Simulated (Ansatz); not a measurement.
**YRh (Pm-3m): the cell at rest**

Task: relax YRh (Pm-3m) tightly.

Main program and level: Ansatz 0.2.0; DFT PBEsol, scalar-relativistic, plane waves, PAW; PAW set soft_1.

**1. Set-up**

Symmetry: Pm-3m, No. 221, cubic system. The conventional cell has a = 3.407 Å, b = 3.407 Å, c = 3.407 Å, α = 90.00°, β = 90.00°, γ = 90.00°. Nearest to Y lie 8 Rh at 2.95 Å. Rh has 8 Y at 2.95 Å nearest. Farther neighbours are not listed.

As a file:

```cif
data_structure
_symmetry_space_group_name_H-M 'Pm-3m'
_symmetry_Int_Tables_number 221
_cell_length_a 3.4070
_cell_length_b 3.4070
_cell_length_c 3.4070
_cell_angle_alpha 90.000
_cell_angle_beta 90.000
_cell_angle_gamma 90.000
_cell_volume 39.55
loop_
_atom_site_label
_atom_site_type_symbol
_atom_site_symmetry_multiplicity
_atom_site_Wyckoff_symbol
_atom_site_fract_x
_atom_site_fract_y
_atom_site_fract_z
_atom_site_occupancy
Y1 Y 1 b 0.50000 0.50000 0.50000 1
Rh1 Rh 1 a 0.00000 0.00000 0.00000 1
```

**2. A coarse first look**

A quick single point on a coarse mesh tells whether the cell has a gap and how far it is from rest, which sets the k mesh and smearing that follow.

File input.yaml:

```yaml
crystal:
  lattice:
    - [3.407, 0.0, 0.0]
    - [0.0, 3.407, 0.0]
    - [0.0, 0.0, 3.407]
  atoms:
    - { symbol: "Y", position: [0.5, 0.5, 0.5] }
    - { symbol: Rh, position: [0.0, 0.0, 0.0] }
kpoints:
  mp_grid: { grid: [6, 6, 6] }
hamiltonian:
  xc: pbesol
  pseudopotentials: { kind: paw, azcp: { folder: soft_1 }, xc_functional: pbe }
scf:
  occupations: { method: gaussian, width: 0.1 }
output:
  forces: true
  stress: true
  eigenvalues: true
```

Run with:

```
ansatz run input.yaml --threads 4 --pin off --max-ram 10240MiB --backend cpu --events-out ev --progress --plain --runs-dir out
```

Numbers of over 12 decimals in the logs are rounded to 6 here.

Output:

```text
Engine: ansatz 0.2.0, aarch64-unknown-linux-gnu
Pseudopotentials: kind: paw
Pseudopotential: Y, paw, valence charge 11, recommended cutoff 420 eV (normal), soft_1/Y.paw.azcp
Pseudopotential: Rh, paw, valence charge 17, recommended cutoff 420 eV (normal), soft_1/Rh.paw.azcp
Functional definition: PBEsol
  exchange = pbesol_x
  correlation = pbesol_c
Crystal: 2 atoms, lattice volume = 39.547 Å³
[...]
--- Band table (eV; the first three rows and the last of 20) ---
  k-point 0: bands = [... 10 lower, 11.6439, 13.8968, 13.8968, 13.8968, 17.7758, 17.7758, 21.4999, 21.4999]
  k-point 1: bands = [... 10 lower, 11.9792, 13.8500, 13.8500, 13.9760, 17.3601, 17.8622, 19.9544, 19.9544]
  k-point 2: bands = [... 10 lower, 12.6709, 13.7784, 13.7784, 14.1452, 16.4577, 17.1231, 18.4453, 18.4453]
  k-point 19: bands = [... 10 lower, 13.1416, 14.5240, 14.5240, 14.5240, 14.9301, 14.9301, 20.4901, 22.4437]
[key lines of the parts left out:]
SCF converged after 7 iterations
Free energy (F): -10135.418585 eV
Fermi energy:    15.577179 eV
P = ⅓ Tr σ = -2.5749 GPa (-25.749 kbar)
```

Run time: 1.2 s. Hardware: 4 threads of Arm Neoverse N1, shared host; peak memory 0.3 GiB; 2.5 s of CPU time.

This step gave:

```
pressure          : -2.575 GPa
volume per atom   : 19.77 Å³
gap on the k-mesh : 0 eV
```

The coarse mesh shows no gap and a pressure of -2.6 GPa.

**3. Relaxation**

Harmonic phonons are second derivatives at a point where the forces vanish, and they are wanted at zero stress, so atoms and cell are relaxed first.

input.yaml, the sections that differ from step 2:

```yaml
kpoints:
  mp_grid: { grid: [12, 12, 12] }
output:
  forces: true
  stress: true
  eigenvalues: true
  write_density: true
  write_potential: true
  elf: true
  volumetric_format: npy
relax:
  adjacent_minimum: "off"
  f_tol: 0.005
  max_steps: 80
  cell: { stress_tol: 0.05 }
# crystal, hamiltonian, scf: as in step 2
```

Output:

```text
[...]
Crystal: 2 atoms, lattice volume = 39.547 Å³
Basis set: ecut = 420 eV, 751 PW (Γ), exchange–correlation on 48×48×48 points (8 copies of the dense FFT grid, shifted against one another)
Bands: 18, of which v1, the nominal top of the filled ones, is band 14 counted from 1 (13 counted from 0)
Symmetry: 48 space group operations
[...]
k-points: 84 of 1728
[...]
SCF iter   1: F=—  HF=-10140.564693 eV  |F-HF|=—  |Δ(HF+E_count)|=         —  Δρ=2.64e-1  dr2=4.66e1  ethr=3.10e-3  ⟨swp⟩=4.1  Hψ=6110  notcnv=0
[...]
SCF iter   8: F=-10135.484194 eV  HF=-10135.484194 eV  |F-HF|=5.07e-9  |Δ(HF+E_count)|=   4.56e-8  Δρ=5.46e-6  dr2=6.65e-9  ethr=3.57e-10  ⟨swp⟩=8.4  Hψ=9668  notcnv=0
SCF 1 converged in 8 iterations: F = -10135.484194 eV  dr2 = 6.65e-9
[...]
relax step   1: F+E_penalty+E_count = -10135.48419358 eV  Δ(F+E_penalty+E_count) = +0.000e0 eV  max|allowed force component| = 4.536e-30 eV/Å  Δτ_max = 0.0000 Å  P = -2.410 GPa  Ω = 39.547 Å³  (8 SCF iters, dr2 threshold 1.00e-7 eV, accepted)
Crystal: 2 atoms, lattice volume = 37.509 Å³
Basis set: ecut = 420 eV, 739 PW (Γ), exchange–correlation on 48×48×48 points (8 copies of the dense FFT grid, shifted against one another)
[...]
iter 1 solved again at ethr=3.86e-4 eV; its pass at ethr=3.10e-3 eV (dr2=1.08e-1 eV) is discarded
[...]
SCF iter   6: F=-10135.475147 eV  HF=-10135.475147 eV  |F-HF|=1.71e-10  |Δ(HF+E_count)|=   4.67e-9  Δρ=2.66e-6  dr2=7.06e-10  ethr=4.96e-10  ⟨swp⟩=5.4  Hψ=8282  notcnv=0
the search or the solves at the SCF's close seem to have found levels that the self-consistency loop had missed (the run counts 1). By its estimate they hold under 1e-12 electrons; where the run keeps them, the occupations were computed again with them
SCF 2 converged in 6 iterations: F = -10135.475147 eV  dr2 = 7.06e-10
relax step   2: F+E_penalty+E_count = -10135.47514696 eV  Δ(F+E_penalty+E_count) = +9.047e-3 eV  max|allowed force component| = 2.728e-30 eV/Å  Δτ_max = 0.0000 Å  P = +4.190 GPa  Ω = 37.509 Å³  energy of the carried Pulay correction = +3.047e-4 eV  (6 SCF iters, dr2 threshold 2.00e-7 eV, rejected (line search))
Crystal: 2 atoms, lattice volume = 38.778 Å³
[...]
SCF iter   7: F=-10135.490514 eV  HF=-10135.490514 eV  |F-HF|=0.00e0  |Δ(HF+E_count)|=  1.49e-10  Δρ=1.01e-7  dr2=2.21e-12  ethr=1.00e-12  ⟨swp⟩=5.5  Hψ=6319  notcnv=0
SCF 3 converged in 7 iterations: F = -10135.490514 eV  dr2 = 2.21e-12
relax step   3: F+E_penalty+E_count = -10135.49051398 eV  Δ(F+E_penalty+E_count) = -6.320e-3 eV  max|allowed force component| = 4.470e-30 eV/Å  Δτ_max = 0.0000 Å  P = -0.134 GPa  Ω = 38.778 Å³  energy of the carried Pulay correction = +1.132e-4 eV  (7 SCF iters, accepted)
[...]
relax step   4: F+E_penalty+E_count = -10135.49053851 eV  Δ(F+E_penalty+E_count) = -2.454e-5 eV  max|allowed force component| = 2.498e-30 eV/Å  Δτ_max = 0.0000 Å  P = +0.005 GPa  Ω = 38.733 Å³  energy of the carried Pulay correction = +1.198e-4 eV  (6 SCF iters, accepted)
[...]
SCF iter   9: F=-10135.490415 eV  HF=-10135.490415 eV  |F-HF|=0.00e0  |Δ(HF+E_count)|=  1.82e-12  Δρ=6.60e-11  dr2=2.35e-18  ethr=1.00e-12  ⟨swp⟩=1.1  Hψ=3365  notcnv=0
SCF 5 converged in 9 iterations: F = -10135.490415 eV  dr2 = 2.35e-18
relax step   5: F+E_penalty+E_count = -10135.49041518 eV  Δ(F+E_penalty+E_count) = +1.233e-4 eV  max|allowed force component| = 3.977e-30 eV/Å  Δτ_max = 0.0000 Å  P = +0.006 GPa  Ω = 38.733 Å³  stress off target by 6.47e-3 GPa  SCF on the basis re-selected at this cell (its energy is not comparable with the rows above)  (9 SCF iters)
basis re-selected at this cell: Δ(F+E_penalty+E_count) = +1.233e-4 eV, ΔP = +0.002 GPa vs the last step (what re-selecting the basis moved, of the pressure what is left beyond the Pulay correction that the steps carried, after the strain that the cell walked since its last selection, with what the two solves' SCF thresholds leave and, on support functions, any second-order correction that the steps lacked; it is no m [...]
SCF converged after 9 iterations
Free energy (F): -10135.490415 eV
[...]
Internal energy: -10135.483586 eV  (E = F + TS)
E sigma→0 (E₀):  -10135.487001 eV
Entropy (-TS):   -0.006829 eV (-3.415 meV/atom)
Fermi energy:    15.930181 eV
[...]
--- Stress (GPa, compression-positive) ---
        0.006466      -0.000000       0.000000
       -0.000000       0.006466      -0.000000
        0.000000      -0.000000       0.006466
  P = ⅓ Tr σ = 0.0065 GPa (0.065 kbar)
--- Band table (eV; the first three rows and the last of 84) ---
  k-point 0: bands = [... 10 lower, 11.9026, 14.2215, 14.2215, 14.2215, 18.1842, 18.1842, 21.9984, 21.9984]
  k-point 1: bands = [... 10 lower, 11.9955, 14.2083, 14.2083, 14.2430, 18.0700, 18.2244, 21.3854, 21.3854]
  k-point 2: bands = [... 10 lower, 12.2522, 14.1750, 14.1750, 14.3029, 17.7528, 18.2819, 20.4110, 20.4110]
  k-point 83: bands = [... 10 lower, 13.4746, 14.8626, 14.8626, 14.8626, 15.2847, 15.2847, 20.9918, 22.9639]
--- Relaxed structure (4 steps of the walk, 3 accepted, 1 SCFs on fresh bases) ---
  F+E_penalty+E_count = -10135.49041518 eV   max|allowed force component| = 3.977e-30 eV/Å   (the final SCF, on the basis selected at the relaxed cell)
  cell:  # Å, volume = 38.7333 Å³
    - [3.383464, 0, 0]
    - [0, 3.383464, 0]
    - [0, 0, 3.383464]
  atoms:
    - { symbol: Y, position: [0.5, 0.5, 0.5] }
    - { symbol: Rh, position: [0, 0, 0] }
```

Wall time 7.6 s (4 threads); peak memory 0.38 GiB; 27 s of CPU time.

Step by step:

| step | energy less that of the first step (eV) | largest force component (eV/Å) | pressure (GPa) | volume (Å³) |
| --- | --- | --- | --- | --- |
| 1 | 0.0000 | 0.0000 | -2.41 | 39.55 |
| 2 | 0.0090 | 0.0000 | 4.19 | 37.51 |
| 3 | -0.0063 | 0.0000 | -0.13 | 38.78 |
| 4 | -0.0063 | 0.0000 | 0.00 | 38.73 |
| 5* | -0.0062 | 0.0000 | 0.01 | 38.73 |

Relaxation steps marked * repeat the geometry before them on a plane-wave basis chosen anew for their cell, so energy and pressure can jump there. Relaxation step 2 was tried and not accepted.

Forces are held to the 48 operations that the run works with; a distortion that breaks them can't arise in this run.

| conventional cell, symmetrised | before | after | change |
| --- | --- | --- | --- |
| a (Å) | 3.407 | 3.383 | -0.7 % |
| b (Å) | 3.407 | 3.383 | -0.7 % |
| c (Å) | 3.407 | 3.383 | -0.7 % |
| volume (Å³/atom) | 19.77 | 19.37 | -2.1 % |

The relaxed structure:

```xyz
2
Lattice="3.3835 0.0000 0.0000 0.0000 3.3835 0.0000 0.0000 0.0000 3.3835" Properties=species:S:1:pos:R:3 pbc="T T T"
Y     1.6917    1.6917    1.6917
Rh    0.0000    0.0000    0.0000
```

This step gave:

* pressure: 0.006466 GPa
* volume per atom: 19.37 Å³

Valence density in the ac plane at fractional y = 0.500, with atoms of Y within 0.2 Å of it. It is the smooth field of the valence electrons, not physical close to the nuclei.

Values in e/Å³, 14 rows by 14 columns, each cell a mean:
```
0.2 0.2 0.2 0.2 0.1 0.1 0.1 0.1 0.1 0.1 0.1 0.2 0.2 0.2
0.2 0.2 0.2 0.2 0.2 0.2 0.2 0.2 0.2 0.2 0.2 0.2 0.2 0.2
0.2 0.2 0.2 0.2 0.3 0.4 0.5 0.6 0.5 0.4 0.2 0.2 0.2 0.2
0.1 0.1 0.2 0.3 0.5 1.0 1.4 1.6 1.4 0.9 0.4 0.2 0.2 0.1
0.1 0.1 0.2 0.4 1.0 2.1 2.8 3.0 2.8 1.8 0.9 0.4 0.2 0.1
0.1 0.1 0.2 0.6 1.6 3.0 3.4 3.4 3.5 2.8 1.4 0.5 0.2 0.1
0.1 0.1 0.2 0.7 1.9 3.2 3.3 3.0 3.4 3.0 1.6 0.6 0.2 0.1
0.1 0.1 0.2 0.6 1.7 3.1 3.4 3.3 3.4 2.8 1.4 0.5 0.2 0.1
0.1 0.1 0.2 0.4 1.2 2.3 3.1 3.2 3.0 2.1 1.0 0.4 0.2 0.1
0.1 0.1 0.2 0.3 0.6 1.2 1.7 1.9 1.6 1.0 0.5 0.3 0.2 0.1
0.2 0.2 0.2 0.2 0.3 0.4 0.6 0.7 0.6 0.4 0.3 0.2 0.2 0.2
0.2 0.2 0.2 0.2 0.2 0.2 0.2 0.2 0.2 0.2 0.2 0.2 0.2 0.2
0.2 0.2 0.2 0.2 0.1 0.1 0.1 0.1 0.1 0.1 0.1 0.2 0.2 0.2
0.2 0.2 0.2 0.2 0.1 0.1 0.1 0.1 0.1 0.1 0.1 0.2 0.2 0.2
```
Columns run along a (3.4 Å), rows up along c (3.4 Å). Atoms in or near the plane, at fractional coordinates: Y at (0.50, 0.50).

Electrostatic potential energy in the ac plane at fractional y = 0.500, with atoms of Y within 0.2 Å of it. With pseudopotentials it is smooth inside the atoms' cores, unlike the true potential.

Values in eV, 14 rows by 14 columns, each cell a mean:
```
 19  19  18  17  16  15  14  14  14  15  17  18  18  19
 19  18  17  16  14  12  10  10  11  12  15  16  18  18
 18  17  16  14  10   5   0  -1   1   6  11  14  16  18
 17  16  14  10   2 -10 -18 -21 -17  -7   4  11  15  17
 16  15  12   5 -10 -27 -34 -36 -34 -24  -7   6  12  15
 15  14  10  -1 -21 -36 -41 -42 -41 -34 -17   1  11  14
 15  13   9  -4 -25 -38 -42 -42 -42 -36 -21  -1  10  14
 15  14   9  -2 -22 -37 -41 -42 -41 -34 -18   0  10  14
 16  15  11   3 -13 -30 -37 -38 -36 -27 -10   5  12  15
 17  16  14   9   0 -13 -22 -25 -21 -10   2  10  14  16
 18  17  16  13   9   3  -2  -4  -1   5  10  14  16  17
 18  18  17  16  14  11   9   9  10  12  14  16  17  18
 19  19  18  17  16  15  14  13  14  15  16  17  18  19
 19  19  18  18  17  16  15  15  15  16  17  18  19  19
```
Columns run along a (3.4 Å; values clipped at the 3rd and 97th percentile), rows up along c (3.4 Å). Atoms in or near the plane, at fractional coordinates: Y at (0.50, 0.50).

ELF in the ac plane at fractional y = 0.500, with atoms of Y within 0.2 Å of it. It is the smooth field of the valence electrons, not physical close to the nuclei.

Ten even steps from '0' (0.07) to '9' (0.86):
```
34433210000123344
44332100000012334
43320001111000233
33200136776310023
22101589999851012
11003899999983001
00016999889996100
00017998558997100
00017998558997100
00016999889996100
11003899999983001
22101589999851012
33200136776310023
43320001111000233
44332100000012334
34433210000123344
33443210000123443
```
Columns run along a (3.4 Å), rows up along c (3.4 Å). Atoms in or near the plane, at fractional coordinates: Y at (0.50, 0.50).

In this step the volume went from 19.77 to 19.37 Å³/atom.

**4. Tight relaxation**

Phonons need a cell at rest on their own settings, so the relaxation is repeated with tight tolerances on forces and stress, using the mesh and the filling of the phonon run that follows.

input.yaml, the sections that differ from step 3:

```yaml
crystal:
  lattice:
    - [3.3834636032, 0.0, 0.0]
    - [0.0, 3.3834636032, 0.0]
    - [0.0, 0.0, 3.3834636032]
  atoms:
    - { symbol: "Y", position: [0.5, 0.5, 0.5] }
    - { symbol: Rh, position: [0.0, 0.0, 0.0] }
scf:
  occupations: { method: methfessel_paxton, width: 0.2 }
output:
  forces: true
  stress: true
  eigenvalues: true
relax:
  adjacent_minimum: "off"
  f_tol: 0.001
  max_steps: 60
  cell: { stress_tol: 0.01 }
# kpoints, hamiltonian: as in step 3
```

Output:

```text
[...]
Crystal: 2 atoms, lattice volume = 38.733 Å³
Basis set: ecut = 420 eV, 739 PW (Γ), exchange–correlation on 48×48×48 points (8 copies of the dense FFT grid, shifted against one another)
Bands: 18, of which v1, the nominal top of the filled ones, is band 14 counted from 1 (13 counted from 0)
[... 1 set-up line as in the run before ...]
[...]
k-points: 84 of 1728
[...]
k-point 83: bands = [... 10 lower, 13.4745, 14.8626, 14.8626, 14.8626, 15.2845, 15.2845, 20.9917, 22.9638]
--- Relaxed structure (1 steps of the walk, 1 accepted, 1 SCFs on fresh bases) ---
[...]
cell:  # Å, volume = 38.7333 Å³
    - [3.3834636032, 0.0, 0.0]
    - [0.0, 3.3834636032, 0.0]
    - [0.0, 0.0, 3.3834636032]
  atoms:
    - { symbol: Y, position: [0.5, 0.5, 0.5] }
    - { symbol: Rh, position: [0.0, 0.0, 0.0] }
[key lines of the parts left out:]
SCF converged after 4 iterations
Free energy (F): -10135.488067 eV
Fermi energy:    15.923460 eV
P = ⅓ Tr σ = 0.0012 GPa (0.012 kbar)
```

Run time: 3.1 s. Hardware: 4 threads; peak memory 0.37 GiB.

Little changed from the start: no atom moved by 0.005 Å and no cell edge by 0.1 %.

This step gave:

```
pressure : 0.001221 GPa
```

The forces vanish by symmetry and the pressure is 0.001 GPa, within the tolerances set. The cell now holds 19.37 Å³/atom.

**5. What came out**

```json
{
  "space group after relaxation (within 0.01 Å)": "Pm-3m",
  "lattice constant a": "3.383 Å",
  "lattice constant b": "3.383 Å",
  "lattice constant c": "3.383 Å",
  "volume per atom": "19.4 Å³"
}
```

What this shows: The forces vanish by symmetry and the pressure is 0.001 GPa, within the tolerances set. The cell now holds 19.37 Å³/atom. The relaxation keeps the symmetry of its start, so it says nothing on stability against lower symmetry. The PAW files were made for PBE and serve the other functionals too.

[Logs are printed without paths, hosts, clocks, repeated set-up lines and the standing remarks that a program may print on its own settings, such as how far it seeks lower states.]

[Hosts, paths, dates, database ids (printed as entryN), source tags and the programs' standing remarks are cut or masked in the printed files.]
